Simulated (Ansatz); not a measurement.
# Decaying states in the gap of MgIF, part 2 of 3

Aim: relax a made-up compound, MgIF, and see how good a tunnel barrier it would be. It is built by putting F for part of the I in the MgI2 structure of space group P-3m1, with the volume rescaled by atomic radii. The parent structure comes from the Materials Project.

Ansatz 0.2.0; PBEsol DFT, plane waves, PAW files (the session's first sound run).

So far. Step 2 (Relaxing the new crystal): The largest force component on a free atom ends at 0.0021 eV/Å.

The structure was built from a prototype and need not be the compound's stable phase.

### 3. The bulk crystal and its band edges

The energy window and the wavevectors of the next steps follow from the band edges, so these are searched first, off the mesh as well.

File input.yaml:

```yaml
crystal:
  lattice:
    - [3.6948523175, 0.0, 0.0]
    - [-1.8474261587, 3.1998359702, 0.0]
    - [0.0, 0.0, 5.2517074804]
  atoms:
    - { symbol: Mg, position: [0.0, 0.0, -0.0858871805] }
    - { symbol: I, position: [0.3333333333, 0.6666666667, 0.2806157411] }
    - { symbol: F, position: [0.6666666667, 0.3333333333, 0.8052714394] }
kpoints:
  mp_grid: { grid: [8, 8, 4] }
  band_path: { path: [VBM, CBM], npoints: 30 }
scf:
  occupations: { method: fixed }
hamiltonian:
  xc: pbesol
output:
  eigenvalues: true
  write_potential: true
  write_density: true
  volumetric_format: npy
```

Launch:

```console
$ ansatz run input.yaml --threads 2 --pin off --max-ram 4096MiB --backend cpu --events-out ev --progress --plain --runs-dir out
```

Numbers of over 12 decimals in the logs are rounded to 6 here.

The program printed:

```text
[...]
Crystal: 3 atoms, lattice volume = 62.091 Å³
Basis set: ecut = 420 eV, 1241 PW (Γ)
Bands: 21, of which v1, the nominal top of the filled ones, is band 17 counted from 1 (16 counted from 0)
Symmetry: 6 space group operations
[...]
k-points: 35 of 256 (time reversal used)
[...]
SCF iter   1: F=—  HF=-10147.819344 eV  |F-HF|=—  |Δ(HF+E_count)|=         —  Δρ=8.42e-3  dr2=2.83e-2  ethr=1.77e-3  ⟨swp⟩=5.0  Hψ=3158  notcnv=0  defer=69
[...]
SCF iter   6: F=-10147.811897 eV  HF=-10147.811897 eV  |F-HF|=1.85e-8  |Δ(HF+E_count)|=   5.31e-7  Δρ=9.69e-6  dr2=7.52e-8  ethr=2.94e-10  ⟨swp⟩=7.6  Hψ=3267  notcnv=0
SCF 1 converged in 6 iterations: F = -10147.811897 eV  dr2 = 7.52e-8
[...]
NSCF: frozen V_eff on 34 k-points
[...]
SCF converged after 6 iterations
Free energy (F): -10147.811897 eV
[...]
Internal energy: -10147.811897 eV  (E = F + TS)
E sigma→0 (E₀):  -10147.811897 eV
Fermi energy:    7.360773 eV
[...]
--- Band table (eV; the first three rows and the last of 35) ---
  k-point 0: bands = [... 13 lower, 1.6959, 4.7929, 7.3408, 7.3408, 8.1001, 12.8157, 15.2550, 15.2550]
  k-point 1: bands = [... 13 lower, 1.6999, 3.9345, 7.3507, 7.3507, 9.4012, 12.9226, 15.2020, 15.2020]
  k-point 2: bands = [... 13 lower, 2.1451, 3.0314, 7.3608, 7.3608, 11.0671, 12.8983, 14.2664, 15.1678]
  k-point 34: bands = [... 13 lower, 1.7283, 3.4752, 4.7494, 5.1542, 10.4406, 12.5764, 14.7169, 14.9936]
```

The job ended after 5.3 s (2 threads of Intel Xeon Platinum 8488C (Sapphire Rapids), shared host; peak memory 0.41 GiB).

Numbers from this step:

```
free energy         : -10147.8119 eV
Fermi energy        : 7.361 eV
gap on the k-mesh   : 0.7394 eV
gap on path         : 0.7394 eV, by band count; negative where bands overlap
direct gap on path  : 0.7593 eV
edge places on path : 0, 0.5982 1/A along the path
```

The electronic bands at the labelled points (eV, zero at the Fermi level (highest filled level under fixed occupations); v1 is the highest filled band, c1 the lowest empty one):

| point | v4 | v3 | v2 | v1 | c1 | c2 | c3 | c4 |
| --- | --- | --- | --- | --- | --- | --- | --- | --- |
| VBM | -5.22 | -4.33 | 0.00 | 0.00 | 3.71 | 5.54 | 6.91 | 7.81 |
| halfway | -5.66 | -3.43 | -0.01 | -0.01 | 2.04 | 5.56 | 7.84 | 7.84 |
| CBM | -5.66 | -2.57 | -0.02 | -0.02 | 0.74 | 5.45 | 7.89 | 7.89 |

The electronic bands as a text plot (rows in eV, shown from -6.0 to 6.7 only; labels by their first letter):

```
    6.5 |
    5.9 |
    5.4 |++++++++++++++++++++++++++++++++++++++++++++++++++++++++
    4.9 |
    4.3 |
    3.8 |+++++++
    3.3 |       +++++++++
    2.8 |                +++++
    2.2 |                     ++++++++
    1.7 |                             +++++++
    1.2 |                                    ++++++++++++
    0.6 |                                                ++++++++
    0.1 |********************************************************
   -0.4 |
   -1.0 |
   -1.5 |
   -2.0 |
   -2.6 |                                          **************
   -3.1 |                             *************
   -3.6 |                  ***********
   -4.2 |******************
   -4.7 |
   -5.2 |****************
   -5.8 |********************************************************
         V                                                      C
```

The searched edges give 0.739 eV, as on the mesh.

### 4. Decaying states in the gap

This step: PBEsol DFT, plane waves, PAW files; complex bands by layer matching along the plane's normal (Ansatz 0.2.0).

The same crystal is laid in a cell whose first two vectors span the (100) plane (indices of the standard conventional cell, whose axes can be ordered otherwise than in the bulk input). At fixed energy and wavevector in the plane the solver finds all kz, real and complex. A few wavevectors are listed, (0, 0), (0, -0.5) and (0.5, 0) in units of the plane's reciprocal vectors; the slowest state needn't be among them.

File input.yaml:

```yaml
crystal:
  lattice:
    - [3.694852318, 0.0, 0.0]
    - [0.0, 5.25170748, 0.0]
    - [1.847426159, 0.0, 3.19983597]
  atoms:
    - { symbol: Mg, position: [0.0, 0.9141128195, 0.0] }
    - { symbol: I, position: [0.3333333333, 0.2806157411, 0.3333333333] }
    - { symbol: F, position: [0.6666666667, 0.8052714394, 0.6666666667] }
kpoints:
  mp_grid: { grid: [8, 4, 8] }
scf:
  occupations: { method: fixed }
hamiltonian:
  xc: pbesol
output:
  eigenvalues: true
  transmission:
    leads: [[0, 0]]
    kpoints: [[0.0, 0.0], [0.0, -0.5], [0.5, 0.0]]
    e_range: [-1.0, 1.74]
    de: 0.05
```

The program printed:

```text
[...]
Crystal: 3 atoms, lattice volume = 62.091 Å³
Basis set: ecut = 420 eV, 1241 PW (Γ)
Bands: 21, of which v1, the nominal top of the filled ones, is band 17 counted from 1 (16 counted from 0)
Symmetry: 6 space group operations
[...]
k-points: 35 of 256 (time reversal used)
[...]
SCF iter   1: F=—  HF=-10147.819356 eV  |F-HF|=—  |Δ(HF+E_count)|=         —  Δρ=8.42e-3  dr2=2.83e-2  ethr=1.77e-3  ⟨swp⟩=5.0  Hψ=3156  notcnv=0  defer=69
[...]
SCF iter   6: F=-10147.811897 eV  HF=-10147.811897 eV  |F-HF|=4.03e-8  |Δ(HF+E_count)|=   4.80e-7  Δρ=1.03e-5  dr2=7.99e-8  ethr=2.94e-10  ⟨swp⟩=7.6  Hψ=3268  notcnv=0
SCF 1 converged in 6 iterations: F = -10147.811897 eV  dr2 = 7.99e-8
[...]
transmission: 5 of 15 steps passed
transmission: 10 of 15 steps passed
transmission: 15 of 15 steps passed
SCF converged after 6 iterations
Free energy (F): -10147.811897 eV
[...]
Internal energy: -10147.811897 eV  (E = F + TS)
E sigma→0 (E₀):  -10147.811897 eV
Fermi energy:    7.360780 eV
[...]
--- Band table (eV; the first three rows and the last of 35) ---
  k-point 0: bands = [... 13 lower, 1.6959, 4.7929, 7.3408, 7.3408, 8.1002, 12.8157, 15.2550, 15.2550]
  k-point 1: bands = [... 13 lower, 1.6704, 4.8135, 6.2961, 7.1439, 8.5205, 13.4051, 14.7676, 15.7001]
  k-point 2: bands = [... 13 lower, 1.6825, 4.5908, 4.8713, 6.7296, 9.4262, 12.5765, 13.9000, 15.1368]
  k-point 34: bands = [... 13 lower, 1.7283, 3.4752, 4.7494, 5.1542, 10.4407, 12.5764, 14.7169, 14.9936]
--- Transmission ---
  basis      : 173 plane waves across, 5 finite elements along
  points     : 3, as listed
  energies   : 55 from -1.000000 to 1.700000 eV about the Fermi level, 0.050000 eV apart; the leads are filled to 0.369687 eV, and channels, transmission and decay are at 0.350000 eV
  crystal 0  : Mg1I1F1, at the sites [0, 0], period 3.1998 Å: whole cells are its period
    offset         : up to 0.0000 Å between an atom of the period and one for which it stands
    channels       : 0.000000e0 a spin
    conductance    : none, the energies end too early or step too widely for 300 K: set another output.transmission.e_range or a lower de, or, where they end at an eighth of basis.ecutwfc, a higher one
    slowest decay  : 0.1062 /Å at (0.0000, 0.0000)
```

Elapsed: 24 s, on 2 threads; peak memory 0.5 GiB; 31 s of CPU time.

This step gave:

```
level to which the leads are filled                       : 0.3697 eV from the Fermi level
decay constant at the filling level, zone centre          : 0.1062 Å⁻¹
decay constant at the filling level, slowest listed point : 0.1062 Å⁻¹
```

K parallel (0, 0); values up to 1.5 1/Å, a degenerate pair printed once or twice; energies at which all values exceed this have no row. Table of Im kz of the slowest decaying states by energy, zero at the highest filled level on the SCF mesh:

| energy (eV) | decay 1 (Å⁻¹) | decay 2 (Å⁻¹) | decay 3 (Å⁻¹) | decay 4 (Å⁻¹) |
| --- | --- | --- | --- | --- |
| -1.000 | 0.519 | 0.599 | 1.07 | 1.23 |
| -0.800 | 0.496 | 0.600 | 1.05 | 1.23 |
| -0.600 | 0.471 | 0.600 | 1.03 | 1.23 |
| -0.400 | 0.443 | 0.597 | 1.01 | 1.23 |
| -0.200 | 0.412 | 0.593 | 0.995 | 1.23 |
| 0.000 | 0.0284 | 0.0741 | 0.378 | 0.588 |
| 0.200 | 0.0884 | 0.235 | 0.340 | 0.582 |
| 0.400 | 0.109 | 0.298 | 0.312 | 0.575 |
| 0.600 | 0.0968 | 0.257 | 0.364 | 0.566 |
| 0.800 | 0.234 | 0.403 | 0.556 | 0.890 |
| 1.000 | 0.231 | 0.434 | 0.545 | 0.867 |
| 1.200 | 0.235 | 0.458 | 0.533 | 0.844 |
| 1.400 | 0.240 | 0.478 | 0.520 | 0.819 |
| 1.600 | 0.246 | 0.494 | 0.505 | 0.794 |

K parallel (0, 0). The Re kz of states that move upwards by energy, zero at the highest filled level on the SCF mesh:

| energy (eV) | channel 1 (Å⁻¹) | channel 2 (Å⁻¹) |
| --- | --- | --- |
| -1.00 | -0.752 | -0.236 |
| -0.95 | -0.706 | -0.228 |
| -0.85 | -0.629 | -0.213 |
| -0.80 | -0.595 | -0.205 |
| -0.70 | -0.532 | -0.188 |
| -0.65 | -0.502 | -0.180 |
| -0.55 | -0.444 | -0.163 |
| -0.50 | -0.416 | -0.153 |
| -0.40 | -0.359 | -0.134 |
| -0.35 | -0.330 | -0.124 |
| -0.25 | -0.268 | -0.102 |
| -0.20 | -0.234 | -0.0891 |
| -0.10 | -0.152 | -0.0582 |
| -0.05 | -0.0919 | -0.0352 |
| 0.00 | - | - |
| 0.10 | - | - |
| 0.15 | - | - |
| 0.25 | - | - |
| 0.30 | - | - |
| 0.40 | - | - |
| 0.45 | - | - |
| 0.55 | - | - |
| 0.60 | - | - |
| 0.70 | - | - |
| 0.75 | 0.0324 | - |
| 0.80 | 0.0798 | - |
| 0.90 | 0.138 | - |
| 0.95 | 0.162 | - |
| 1.05 | 0.205 | - |
| 1.10 | 0.224 | - |
| 1.20 | 0.259 | - |
| 1.25 | 0.276 | - |
| 1.35 | 0.307 | - |
| 1.40 | 0.322 | - |
| 1.50 | 0.351 | - |
| 1.55 | 0.364 | - |
| 1.65 | 0.391 | - |
| 1.70 | 0.404 | - |

K parallel (0, -0.5); values up to 1.5 1/Å, a degenerate pair printed once or twice; energies at which all values exceed this have no row. The Im kz of the slowest decaying states by energy, zero at the highest filled level on the SCF mesh:

| energy (eV) | decay 1 (Å⁻¹) | decay 2 (Å⁻¹) | decay 3 (Å⁻¹) | decay 4 (Å⁻¹) |
| --- | --- | --- | --- | --- |
| -1.00 | 0.398 | 0.936 | 1.12 | 1.21 |
| -0.90 | 0.404 | 0.929 | 1.12 | 1.21 |
| -0.80 | 0.409 | 0.922 | 1.11 | 1.21 |
| -0.70 | 0.413 | 0.914 | 1.11 | 1.21 |
| -0.55 | 0.418 | 0.903 | 1.10 | 1.20 |
| -0.45 | 0.421 | 0.896 | 1.10 | 1.20 |
| -0.35 | 0.422 | 0.888 | 1.09 | 1.20 |
| -0.25 | 0.423 | 0.880 | 1.09 | 1.19 |
| -0.15 | 0.423 | 0.872 | 1.08 | 1.19 |
| -0.05 | 0.422 | 0.864 | 1.08 | 1.19 |
| 0.00 | 0.00146 | 0.00315 | 0.421 | 0.860 |
| 0.10 | 0.0711 | 0.154 | 0.420 | 0.852 |
| 0.20 | 0.0994 | 0.214 | 0.417 | 0.843 |
| 0.30 | 0.120 | 0.257 | 0.414 | 0.835 |
| 0.40 | 0.137 | 0.291 | 0.411 | 0.826 |
| 0.50 | 0.152 | 0.319 | 0.406 | 0.817 |
| 0.60 | 0.164 | 0.343 | 0.402 | 0.808 |
| 0.75 | 0.180 | 0.373 | 0.393 | 0.793 |
| 0.85 | 0.190 | 0.386 | 0.390 | 0.784 |
| 0.95 | 0.198 | 0.378 | 0.406 | 0.774 |
| 1.05 | 0.205 | 0.370 | 0.419 | 0.763 |
| 1.15 | 0.212 | 0.361 | 0.431 | 0.753 |
| 1.25 | 0.218 | 0.351 | 0.442 | 0.742 |
| 1.40 | 0.227 | 0.334 | 0.457 | 0.725 |
| 1.50 | 0.231 | 0.322 | 0.465 | 0.713 |
| 1.60 | 0.236 | 0.308 | 0.473 | 0.701 |
| 1.70 | 0.240 | 0.293 | 0.480 | 0.689 |

K parallel (0.5, 0); values up to 1.5 1/Å, a degenerate pair printed once or twice; energies at which all values exceed this have no row. Table of Im kz of the slowest decaying states by energy, zero at the highest filled level on the SCF mesh:

| energy (eV) | decay 1 (Å⁻¹) | decay 2 (Å⁻¹) | decay 3 (Å⁻¹) | decay 4 (Å⁻¹) |
| --- | --- | --- | --- | --- |
| -1.00 | 0.0915 | 0.803 | 0.910 | - |
| -0.90 | 0.123 | 0.813 | 0.913 | - |
| -0.80 | 0.146 | 0.823 | 0.915 | - |
| -0.70 | 0.164 | 0.832 | 0.917 | - |
| -0.55 | 0.187 | 0.845 | 0.920 | - |
| -0.45 | 0.199 | 0.853 | 0.923 | - |
| -0.35 | 0.210 | 0.861 | 0.925 | - |
| -0.25 | 0.219 | 0.869 | 0.928 | - |
| -0.15 | 0.228 | 0.876 | 0.931 | - |
| -0.05 | 0.235 | 0.884 | 0.934 | - |
| 0.00 | 0.239 | 0.887 | 0.935 | - |
| 0.10 | 0.245 | 0.895 | 0.939 | - |
| 0.20 | 0.250 | 0.902 | 0.943 | - |
| 0.30 | 0.255 | 0.910 | 0.948 | - |
| 0.40 | 0.259 | 0.918 | 0.953 | - |
| 0.50 | 0.263 | 0.927 | 0.959 | - |
| 0.60 | 0.266 | 0.936 | 0.966 | - |
| 0.75 | 0.270 | 0.952 | 0.979 | - |
| 0.85 | 0.272 | 0.963 | 0.990 | - |
| 0.95 | 0.273 | 0.977 | 1.00 | - |
| 1.05 | 0.274 | 0.993 | 1.02 | - |
| 1.15 | 0.275 | 1.01 | 1.04 | 1.49 |
| 1.25 | 0.275 | 1.04 | 1.08 | 1.45 |
| 1.40 | 0.275 | 1.09 | 1.17 | 1.35 |
| 1.50 | 0.274 | 1.15 | 1.23 | 1.33 |
| 1.60 | 0.273 | 1.14 | 1.17 | 1.45 |
| 1.70 | 0.271 | 1.11 | 1.15 | - |

At the listed wavevectors the last open channel is at -0.05 eV and the next at +0.75 eV on the grid. At +0.35 eV, the grid energy nearest the filling level (the middle of the gap on the SCF mesh), the slowest state at the listed wavevectors decays with κ = 0.106 Å⁻¹, its amplitude falling by e over 9.4 Å. Through 1 nm of this crystal that state's transmission falls by exp(−2 × 0.106 Å⁻¹ × 10 Å) = 0.12.

### 5. Decay over the two-dimensional zone

The listed points could miss the slowest state, so one energy near mid-gap is solved on a mesh of 12×8.

Changes to input.yaml since step 4:

```diff
@@ -17,6 +17,2 @@
   eigenvalues: true
-  transmission:
-    leads: [[0, 0]]
-    kpoints: [[0.0, 0.0], [0.0, -0.5], [0.5, 0.0]]
-    e_range: [-1.0, 1.74]
-    de: 0.05
+  transmission: { leads: [[0, 0]], kmesh: [12, 8], e_range: [0.37, 0.38], de: 0.05 }
```

The program printed:

```text
[...]
Crystal: 3 atoms, lattice volume = 62.091 Å³
Basis set: ecut = 420 eV, 1241 PW (Γ)
Bands: 21, of which v1, the nominal top of the filled ones, is band 17 counted from 1 (16 counted from 0)
Symmetry: 6 space group operations
[...]
k-points: 35 of 256 (time reversal used)
[...]
SCF iter   1: F=—  HF=-10147.819356 eV  |F-HF|=—  |Δ(HF+E_count)|=         —  Δρ=8.42e-3  dr2=2.83e-2  ethr=1.77e-3  ⟨swp⟩=5.0  Hψ=3156  notcnv=0  defer=69
[...]
SCF iter   6: F=-10147.811897 eV  HF=-10147.811897 eV  |F-HF|=4.03e-8  |Δ(HF+E_count)|=   4.80e-7  Δρ=1.03e-5  dr2=7.99e-8  ethr=2.94e-10  ⟨swp⟩=7.6  Hψ=3268  notcnv=0
SCF 1 converged in 6 iterations: F = -10147.811897 eV  dr2 = 7.99e-8
[...]
transmission: 30 of 175 steps passed
transmission: 45 of 175 steps passed
[...]
transmission: 175 of 175 steps passed
SCF converged after 6 iterations
Free energy (F): -10147.811897 eV
[...]
Internal energy: -10147.811897 eV  (E = F + TS)
E sigma→0 (E₀):  -10147.811897 eV
Fermi energy:    7.360780 eV
[...]
--- Band table (eV; the first three rows and the last of 35) ---
  k-point 0: bands = [... 13 lower, 1.6959, 4.7929, 7.3408, 7.3408, 8.1002, 12.8157, 15.2550, 15.2550]
  k-point 1: bands = [... 13 lower, 1.6704, 4.8135, 6.2961, 7.1439, 8.5205, 13.4051, 14.7676, 15.7001]
  k-point 2: bands = [... 13 lower, 1.6825, 4.5908, 4.8713, 6.7296, 9.4262, 12.5765, 13.9000, 15.1368]
  k-point 34: bands = [... 13 lower, 1.7283, 3.4752, 4.7494, 5.1542, 10.4407, 12.5764, 14.7169, 14.9936]
--- Transmission ---
  basis      : 173 plane waves across, 5 finite elements along
  points     : 35, standing for a mesh of 12 x 8
  energies   : 1 from 0.370000 to 0.370000 eV about the Fermi level; the leads are filled to 0.369687 eV, and channels, transmission and decay are at 0.370000 eV
  crystal 0  : Mg1I1F1, at the sites [0, 0], period 3.1998 Å: whole cells are its period
[...]
channels       : 0.000000e0 a spin
    conductance    : none, crystal 0 has no channel at the energies, or these end too early or step too widely for 300 K: set another output.transmission.e_range or a lower de, or, where they end at an eighth of basis.ecutwfc, a higher one
    slowest decay  : 0.1075 /Å at (0.0000, 0.0000)
```

Wall time 9.9 s (2 threads); peak memory 0.51 GiB.

This step gave:

```yaml
least_decay_constant_on_the_mesh: 0.1075 Å⁻¹
```

Slowest decay constant (1/Å; 0 where a channel is open) over k1 and k2. At 0.3700 eV from the Fermi level.

Values, 8 rows by 12 columns:
```
0.276 0.277 0.276 0.270 0.257 0.230 0.132 0.230 0.257 0.270 0.276 0.277
0.268 0.269 0.269 0.266 0.255 0.230 0.130 0.230 0.255 0.266 0.269 0.269
0.261 0.262 0.263 0.261 0.251 0.225 0.122 0.225 0.251 0.261 0.263 0.262
0.258 0.259 0.261 0.261 0.252 0.211 0.107 0.211 0.252 0.261 0.261 0.259
0.261 0.262 0.263 0.261 0.251 0.225 0.122 0.225 0.251 0.261 0.263 0.262
0.268 0.269 0.269 0.266 0.255 0.230 0.130 0.230 0.255 0.266 0.269 0.269
0.276 0.277 0.276 0.270 0.257 0.230 0.132 0.230 0.257 0.270 0.276 0.277
0.280 0.280 0.279 0.273 0.258 0.230 0.133 0.230 0.258 0.273 0.279 0.280
```
Columns: k1 (b1) from -0.5 to 0.417; rows upwards: k2 (b2) from -0.5 to 0.375.

The least value on the mesh is 0.107 Å⁻¹ at +0.37 eV. At that energy the listed points give about 0.107 Å⁻¹ by interpolation, so the mesh holds no clearly slower state.

### 6. Band edges at another level

This step: LDA DFT, plane waves, PAW files (Ansatz 0.2.0).

The edges again with LDA, at the same atoms.

File input.yaml:

```yaml
crystal:
  lattice:
    - [3.6948523175, 0.0, 0.0]
    - [-1.8474261587, 3.1998359702, 0.0]
    - [0.0, 0.0, 5.2517074804]
  atoms:
    - { symbol: Mg, position: [0.0, 0.0, -0.0858871805] }
    - { symbol: I, position: [0.3333333333, 0.6666666667, 0.2806157411] }
    - { symbol: F, position: [0.6666666667, 0.3333333333, 0.8052714394] }
kpoints:
  mp_grid: { grid: [8, 8, 4] }
  band_path: { path: [VBM, CBM], npoints: 30 }
scf:
  occupations: { method: fixed }
hamiltonian:
  xc: lda
output:
  eigenvalues: true
```

The program printed:

```text
[...]
Crystal: 3 atoms, lattice volume = 62.091 Å³
Basis set: ecut = 420 eV, 1241 PW (Γ)
Bands: 21, of which v1, the nominal top of the filled ones, is band 17 counted from 1 (16 counted from 0)
Symmetry: 6 space group operations
[...]
k-points: 35 of 256 (time reversal used)
[...]
SCF iter   1: F=—  HF=-10054.317976 eV  |F-HF|=—  |Δ(HF+E_count)|=         —  Δρ=1.18e-2  dr2=5.84e-2  ethr=1.77e-3  ⟨swp⟩=5.0  Hψ=3274  notcnv=0  defer=69
[...]
SCF iter   7: F=-10054.300136 eV  HF=-10054.300136 eV  |F-HF|=6.31e-10  |Δ(HF+E_count)|=   7.57e-9  Δρ=4.31e-6  dr2=1.05e-8  ethr=2.94e-10  ⟨swp⟩=6.1  Hψ=2807  notcnv=0
SCF 1 converged in 7 iterations: F = -10054.300136 eV  dr2 = 1.05e-8
[...]
SCF converged after 7 iterations
Free energy (F): -10054.300136 eV
[...]
Internal energy: -10054.300136 eV  (E = F + TS)
E sigma→0 (E₀):  -10054.300136 eV
Fermi energy:    7.172822 eV
[...]
--- Band table (eV; the first three rows and the last of 35) ---
  k-point 0: bands = [... 13 lower, 1.4011, 4.5849, 7.1512, 7.1512, 7.7447, 12.6046, 15.0165, 15.0165]
  k-point 1: bands = [... 13 lower, 1.4050, 3.7102, 7.1620, 7.1620, 9.0528, 12.7040, 14.9567, 14.9567]
  k-point 2: bands = [... 13 lower, 1.8650, 2.8151, 7.1728, 7.1728, 10.6938, 12.6207, 14.0563, 14.9136]
  k-point 34: bands = [... 13 lower, 1.4614, 3.2891, 4.5587, 4.9661, 10.1069, 12.3031, 14.4170, 14.7035]
```

Elapsed: 5.2 s, on 2 threads; peak memory 0.39 GiB.

Numbers from this step:

* free energy: -10054.3001 eV
* Fermi energy: 7.173 eV
* gap on the k-mesh: 0.5719 eV
* gap on path: 0.5719 eV, by band count; negative where bands overlap
* direct gap on path: 0.5935 eV

The electronic bands at the labelled points (eV, zero at the Fermi level (highest filled level under fixed occupations); v1 is the highest filled band, c1 the lowest empty one):

| point | v4 | v3 | v2 | v1 | c1 | c2 | c3 | c4 |
| --- | --- | --- | --- | --- | --- | --- | --- | --- |
| VBM | -5.31 | -4.36 | 0.00 | 0.00 | 3.52 | 5.45 | 6.88 | 7.74 |
| halfway | -5.77 | -3.46 | -0.01 | -0.01 | 1.88 | 5.53 | 7.78 | 7.78 |
| CBM | -5.77 | -2.59 | -0.02 | -0.02 | 0.57 | 5.43 | 7.84 | 7.84 |

The electronic bands as a text plot (rows in eV, shown from -6.1 to 6.6 only; labels by their first letter):

```
    6.3 |
    5.8 |          +++++++++++++++++++++
    5.3 |++++++++++                     +++++++++++++++++++++++++
    4.7 |
    4.2 |
    3.7 |+++++++
    3.1 |       +++++++
    2.6 |              +++++++
    2.1 |                     ++++++++
    1.6 |                             +++++++
    1.0 |                                    ++++++++++
    0.5 |                                              ++++++++++
    0.0 |********************************************************
   -0.6 |
   -1.1 |
   -1.6 |
   -2.1 |
   -2.7 |                                        ****************
   -3.2 |                             ***********
   -3.7 |                *************
   -4.2 |****************
   -4.8 |
   -5.3 |****************
   -5.8 |********************************************************
         V                                                      C
```

The searched edges give 0.572 eV, as on the mesh.

[end of part 2 of 3]

[Logs are printed without paths, hosts, clocks, repeated set-up lines and the standing remarks that a program may print on its own settings, such as how far it seeks lower states.]

[Hosts, paths, dates, database ids (printed as entryN), source tags and the programs' standing remarks are cut or masked in the printed files.]
